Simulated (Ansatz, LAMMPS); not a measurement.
# Charge trapping in glassy 85GeO2-15Li2O (mol %) (78 atoms)

Aim: add and remove one electron in glassy 85GeO2-15Li2O (mol %) (78 atoms), with atoms held and relaxed, and read trapping energy and localisation.

Calculated with Ansatz 0.2.0; Kohn-Sham DFT, PBEsol, PAW (set soft_2), plane waves.

## Step 1: Set-up

The cell holds 78 atoms: 22 Ge, 8 Li and 48 O. Cell: a = 10.378 Å, b = 10.378 Å, c = 10.378 Å, α = 90.0°, β = 90.0°, γ = 90.0°. 78 atoms (22 Ge, 8 Li, 48 O) placed at random at 3.6 g/cm³, melted at 4000 K for 10 ps at fixed volume with the Morse and Coulomb pair potential with partial charges (Pedone, Malavasi, Menziani, Cormack and Segre, J. Phys. Chem. B 110, 11780 (2006)). Quenched from 4000 K to 300 K at 1000 K/ps and fixed volume, held 10 ps at zero pressure.

Limits known from the start: The quench rate of 1000 K/ps is orders of magnitude faster than experiment, which tends to freeze in extra defects. The starting topology of bonds comes from the classical model, and needn't be the one that DFT or experiment would give. Only the Γ point is sampled, in a cell whose shortest periodic width is 10 Å.

## Step 2: Single point at the start

The forces at the start show how far the geometry lies from a minimum of this functional.

input.yaml reads:

```yaml
crystal:
  lattice:
    - [10.37842, 0.0, 0.0]
    - [0.0, 10.37842, 0.0]
    - [0.0, 0.0, 10.37842]
  atoms:
    - { symbol: Ge, position: [0.18055, 0.4879, 0.24393] }
    - { symbol: Ge, position: [0.37373, 0.38153, 0.89233] }
    - { symbol: Ge, position: [0.57586, 0.98953, 0.91242] }
    - { symbol: Ge, position: [0.31925, 0.96458, 0.7312] }
    - { symbol: Ge, position: [0.18667, 0.77159, 0.11143] }
    - { symbol: Ge, position: [0.05624, 0.15544, 0.73779] }
    - { symbol: Ge, position: [0.23586, 0.70603, 0.54084] }
    - { symbol: Ge, position: [0.5064, 0.20833, 0.13205] }
    - { symbol: Ge, position: [0.70754, 0.00409, 0.31904] }
    - { symbol: Ge, position: [0.46473, 0.8363, 0.40647] }
    - { symbol: Ge, position: [0.32229, 0.12402, 0.37638] }
    - { symbol: Ge, position: [0.51252, 0.49245, 0.28197] }
    - { symbol: Ge, position: [0.94177, 0.70521, 0.60697] }
    - { symbol: Ge, position: [0.51082, 0.75715, 0.09431] }
    - { symbol: Ge, position: [0.10153, 0.57308, 0.87314] }
    - { symbol: Ge, position: [0.64612, 0.61636, 0.54] }
    - { symbol: Ge, position: [0.60838, 0.59321, 0.86388] }
    - { symbol: Ge, position: [0.0036, 0.304, 0.03216] }
    - { symbol: Ge, position: [0.47243, 0.22388, 0.62366] }
    - { symbol: Ge, position: [0.78662, 0.99045, 0.64762] }
    - { symbol: Ge, position: [0.96584, 0.99044, 0.11941] }
    - { symbol: Ge, position: [0.04947, 0.28149, 0.4415] }
    - { symbol: Li, position: [0.81446, 0.80877, 0.90944] }
    - { symbol: Li, position: [0.74773, 0.28863, 0.23238] }
    - { symbol: Li, position: [0.21682, 0.20065, 0.1182] }
    - { symbol: Li, position: [0.83291, 0.51006, 0.02513] }
    - { symbol: Li, position: [0.70853, 0.28414, 0.94081] }
    - { symbol: Li, position: [0.05379, 0.79367, 0.33274] }
    - { symbol: Li, position: [0.77609, 0.26569, 0.5297] }
    - { symbol: Li, position: [0.22987, 0.39214, 0.65052] }
    - { symbol: O, position: [0.56202, 0.76319, 0.51786] }
    - { symbol: O, position: [0.08749, 0.88746, 0.16538] }
    - { symbol: O, position: [0.86034, 0.84492, 0.64554] }
    - { symbol: O, position: [0.3408, 0.72857, 0.41221] }
    - { symbol: O, position: [0.36487, 0.96828, 0.40738] }
    - { symbol: O, position: [0.0162, 0.62581, 0.73686] }
    - { symbol: O, position: [0.4182, 0.06734, 0.64702] }
    - { symbol: O, position: [0.34405, 0.80296, 0.13154] }
    - { symbol: O, position: [0.26816, 0.56484, 0.60334] }
    - { symbol: O, position: [0.67234, 0.97557, 0.77924] }
    - { symbol: O, position: [0.5821, 0.51987, 0.42801] }
    - { symbol: O, position: [0.55548, 0.36238, 0.19034] }
    - { symbol: O, position: [0.89726, 0.27637, 0.39173] }
    - { symbol: O, position: [0.41651, 0.96461, 0.86687] }
    - { symbol: O, position: [0.14192, 0.64413, 0.20275] }
    - { symbol: O, position: [0.23598, 0.46898, 0.87516] }
    - { symbol: O, position: [0.58818, 0.13269, 0.99761] }
    - { symbol: O, position: [0.52968, 0.44858, 0.90369] }
    - { symbol: O, position: [0.37774, 0.27721, 0.013] }
    - { symbol: O, position: [0.85555, 0.98135, 0.25152] }
    - { symbol: O, position: [0.60347, 0.88134, 0.03876] }
    - { symbol: O, position: [0.12628, 0.37795, 0.13598] }
    - { symbol: O, position: [0.34247, 0.49573, 0.25754] }
    - { symbol: O, position: [0.07474, 0.72952, 0.50401] }
    - { symbol: O, position: [0.27483, 0.82122, 0.64936] }
    - { symbol: O, position: [0.18553, 0.05555, 0.74226] }
    - { symbol: O, position: [0.71745, 0.01027, 0.48987] }
    - { symbol: O, position: [0.02336, 0.14345, 0.11058] }
    - { symbol: O, position: [0.15272, 0.71126, 0.95868] }
    - { symbol: O, position: [0.61451, 0.59017, 0.70292] }
    - { symbol: O, position: [0.11732, 0.4218, 0.37715] }
    - { symbol: O, position: [0.161, 0.16689, 0.39996] }
    - { symbol: O, position: [0.00045, 0.47728, 0.96627] }
    - { symbol: O, position: [0.63078, 0.24967, 0.64781] }
    - { symbol: O, position: [0.37001, 0.15468, 0.21954] }
    - { symbol: O, position: [0.8119, 0.62481, 0.53986] }
    - { symbol: O, position: [0.38074, 0.30934, 0.73606] }
    - { symbol: O, position: [0.91096, 0.08807, 0.68777] }
    - { symbol: O, position: [0.91223, 0.93781, 0.97782] }
    - { symbol: O, position: [0.0477, 0.23983, 0.8768] }
    - { symbol: O, position: [0.48923, 0.68101, 0.94091] }
    - { symbol: O, position: [0.5879, 0.8882, 0.2993] }
    - { symbol: O, position: [0.7487, 0.63604, 0.92965] }
    - { symbol: O, position: [0.07659, 0.27202, 0.61212] }
    - { symbol: O, position: [0.62661, 0.13725, 0.25594] }
    - { symbol: O, position: [0.40955, 0.23635, 0.46422] }
    - { symbol: O, position: [0.55213, 0.63777, 0.19846] }
    - { symbol: O, position: [0.84132, 0.31755, 0.06548] }
kpoints:
  mp_grid: { grid: [1, 1, 1] }
hamiltonian:
  xc: pbesol
scf:
  occupations: { method: fixed }
output:
  forces: true
```

Started as:

```console
> ansatz run input.yaml --threads 4 --pin off --max-ram 8192MiB --backend cpu --events-out ev --progress --plain --runs-dir out
```

What it wrote:

```text
Engine: ansatz 0.2.0, x86_64-unknown-linux-gnu
Pseudopotentials: kind: paw
Pseudopotential: Ge, paw, valence charge 14, recommended cutoff 420 eV (normal), Ge.paw.azcp
Pseudopotential: Li, paw, valence charge 3, recommended cutoff 420 eV (normal), Li.paw.azcp
Pseudopotential: O, paw, valence charge 6, recommended cutoff 420 eV (normal), O.paw.azcp
Functional definition: PBEsol
  exchange = pbesol_x
  correlation = pbesol_c
Crystal: 78 atoms, lattice volume = 1117.876 Å³
Basis set: ecut = 420 eV, 21879 PW (Γ), exchange–correlation on 144×144×144 points (8 copies of the dense FFT grid, shifted against one another)
Bands: 388, of which v1, the nominal top of the filled ones, is band 310 counted from 1 (309 counted from 0)
Symmetry: 1 space group operations
Space group: P1 (ITA 1), of the structure as read, at distance tolerance 1.0e-4 Å
k-points: 1
Non-local potential: Ge, projectors of the file, l = 0: 2, l = 1: 2, l = 2: 3, l = 3: 1
Non-local potential: Li, projectors of the file, l = 0: 3, l = 1: 2, l = 2: 1
Non-local potential: O, projectors of the file, l = 0: 2, l = 1: 2, l = 2: 1
PAW form: soft (Blöchl's): semilocal exchange-correlation on the pseudo side does not see the compensation charge
PAW frozen core: Ge, regenerated for the run's functional, and the local potential with it (the file was generated under x = pbe(κ = 0.804, μ = 0.219515), c = pbe(β = 0.066725))
PAW frozen core: O, regenerated for the run's functional, and the local potential with it (the file was generated under x = pbe(κ = 0.804, μ = 0.219515), c = pbe(β = 0.066725))
PAW one-centre angular grid: Ge, 590 points (default); XC on 64 Gauss nodes
PAW one-centre angular grid: Li, 110 points (default); XC on 64 Gauss nodes
PAW one-centre angular grid: O, 110 points (default); XC on 64 Gauss nodes
Initial density: superposition of atomic densities (neutral atoms: chi_scale 0, normalization atom), corrected by the library's trained network
Initial wavefunctions: pseudopotential atomic-orbital guess
Functional: x = pbesol(κ = 0.804, μ = 0.123457), c = pbesol(β = 0.046)
SCF iter   1: F=—  HF=-122119.285849 eV  |F-HF|=—  |Δ(HF+E_count)|=         —  Δρ=1.17e-2  dr2=1.22e0  ethr=1.77e-3  ⟨swp⟩=5.0  Hψ=1289  notcnv=0  defer=75
preconditioner: auto → Resta (q_TF=auto, 2.473 Å⁻¹)  ε∞=2.8  [insulator: Δε(μ)=1.151 eV  Ē_g=20.627 eV  n_scr=256 (ndim 8)  ℏωp=27.3 eV  f_vac=0.236  ε∞_Penn≈2.8]
SCF iter   2: F=—  HF=-122118.949184 eV  |F-HF|=—  |Δ(HF+E_count)|=   3.37e-1  Δρ=2.26e-3  dr2=3.67e-2  ethr=1.96e-4  ⟨swp⟩=2.0  Hψ=586  notcnv=0  defer=76
SCF iter   3: F=—  HF=-122118.944586 eV  |F-HF|=—  |Δ(HF+E_count)|=   4.60e-3  Δρ=9.25e-4  dr2=9.91e-3  ethr=5.91e-6  ⟨swp⟩=2.0  Hψ=490  notcnv=0  defer=76
SCF iter   4: F=—  HF=-122118.946162 eV  |F-HF|=—  |Δ(HF+E_count)|=   1.58e-3  Δρ=6.14e-4  dr2=4.03e-3  ethr=1.60e-6  ⟨swp⟩=2.0  Hψ=470  notcnv=0  defer=76
SCF iter   5: F=—  HF=-122118.946023 eV  |F-HF|=—  |Δ(HF+E_count)|=   1.39e-4  Δρ=1.35e-4  dr2=2.67e-4  ethr=6.50e-7  ⟨swp⟩=2.0  Hψ=470  notcnv=0  defer=76
SCF iter   6: F=—  HF=-122118.946199 eV  |F-HF|=—  |Δ(HF+E_count)|=   1.76e-4  Δρ=6.78e-5  dr2=5.63e-5  ethr=4.30e-8  ⟨swp⟩=2.0  Hψ=549  notcnv=0  defer=70
SCF iter   7: F=—  HF=-122118.947559 eV  |F-HF|=—  |Δ(HF+E_count)|=   1.36e-3  Δρ=2.78e-5  dr2=9.06e-6  ethr=9.09e-9  ⟨swp⟩=2.0  Hψ=693  notcnv=0  defer=70
SCF iter   8: F=—  HF=-122118.947566 eV  |F-HF|=—  |Δ(HF+E_count)|=   6.39e-6  Δρ=1.08e-5  dr2=1.41e-6  ethr=1.46e-9  ⟨swp⟩=2.0  Hψ=517  notcnv=0  defer=70
SCF iter   9: F=—  HF=-122118.947568 eV  |F-HF|=—  |Δ(HF+E_count)|=   2.12e-6  Δρ=4.67e-6  dr2=2.57e-7  ethr=2.27e-10  ⟨swp⟩=2.0  Hψ=521  notcnv=0  defer=70
SCF iter  10: F=—  HF=-122118.947568 eV  |F-HF|=—  |Δ(HF+E_count)|=   2.33e-7  Δρ=3.11e-6  dr2=1.03e-7  ethr=1.61e-11  ⟨swp⟩=4.0  Hψ=1148  notcnv=0
SCF iter  11: F=-122118.947568 eV  HF=-122118.947568 eV  |F-HF|=1.90e-8  |Δ(HF+E_count)|=   2.72e-8  Δρ=8.22e-7  dr2=9.28e-9  ethr=1.61e-11  ⟨swp⟩=4.0  Hψ=978  notcnv=0
SCF 1 converged in 11 iterations: F = -122118.947568 eV  dr2 = 9.28e-9
  greatest PAW one-centre occupation: 1.000 electrons in one spin orbital (limit 2), on the Li atom at site 25 (counted from 0), in its partial waves of l = 0
SCF converged after 11 iterations
Free energy (F): -122118.947568 eV
Harris-Foulkes:  -122118.947568 eV  (|F-HF|=1.90e-8)
Internal energy: -122118.947568 eV  (E = F + TS)
E sigma→0 (E₀):  -122118.947568 eV
Fermi energy:    4.149472 eV
--- Per-component energies (eV) ---
  E_band       = -6478.660013
  E_kinetic    = 11056.438999
  E_local      = -94927.993734  (includes V_loc(G=0)·N_el)
  E_nonlocal   = 11491.225919
  E_hartree    = 40424.946677
  E_xc         = -5188.898698
  E_vxc        = -5972.017484  (∫ρ·V_xc dr)
  E_paw        = -51188.366483  (= ΣΔE_a)
  E_vpaw       = -8976.334599  (= ΣTr[D̂ρ^β])
  E_aug_tail   = 0.127693  (compensation charges beyond the density's cutoff)
  E_ewald      = -33808.316357
  E_core_change = 21.888417  (= ΣΔE_core)
  E_smearing   = -0.000000  (= −TS)
  E_closure    = 0.000000  (closes the sum)
  Σ components = -122118.947568   (vs F -122118.947568, Δ=0.00e0)
--- Forces (eV/Å), atoms counted from 1 ---
  atom   1  Ge     0.29109583    -0.22881251    -0.25820326
  atom   2  Ge     2.05853669     1.19819263    -2.55343338
  atom   3  Ge    -1.27369307    -0.48464749    -0.23339131
  atom   4  Ge     1.23440971    -0.98416478    -1.55997101
  atom   5  Ge     1.12990693    -1.67304924    -3.19920056
  atom   6  Ge    -0.45019361     0.50551786    -0.70779095
  atom   7  Ge     1.91081419    -1.54303558     0.79841915
  atom   8  Ge    -0.85922204    -0.60615723     0.37083334
  atom   9  Ge    -0.93303772     0.62505060     0.26767772
  atom  10  Ge     0.84211545     0.68264348    -0.26314491
  atom  11  Ge     0.53047083     0.97292659     1.35113579
  atom  12  Ge    -3.31693363     1.67227781    -1.63745855
  atom  13  Ge     0.45822835    -0.36983916     1.29911612
  atom  14  Ge    -2.75158142    -0.95416267    -2.30163049
[...]
atom  77  O      1.21011032    -0.72561883     1.32247180
  atom  78  O     -1.67701406     0.66497699     0.04448001
  max |Σ_I F_I| component: 8.67e-5 eV/Å
```

Wall time 8.2 s (4 threads of Intel Xeon Platinum 8375C at 2.90GHz (Ice Lake), shared host); peak memory 1.5 GiB; 29 s of CPU time.

The column dr2 measures how far the density is from self-consistency, as an energy; F and HF (Harris–Foulkes) agree once it is small.

The r.m.s. force at the start is 1.2 eV/Å.

[end of part 1 of 5]

[Long decimals in the printed logs are rounded to 6 places.]

[Logs are printed without paths, hosts, clocks, repeated set-up lines and the standing remarks that a program may print on its own settings, such as how far it seeks lower states.]

[Hosts, paths, dates, database ids (printed as entryN), source tags and the programs' standing remarks are cut or masked in the printed files.]
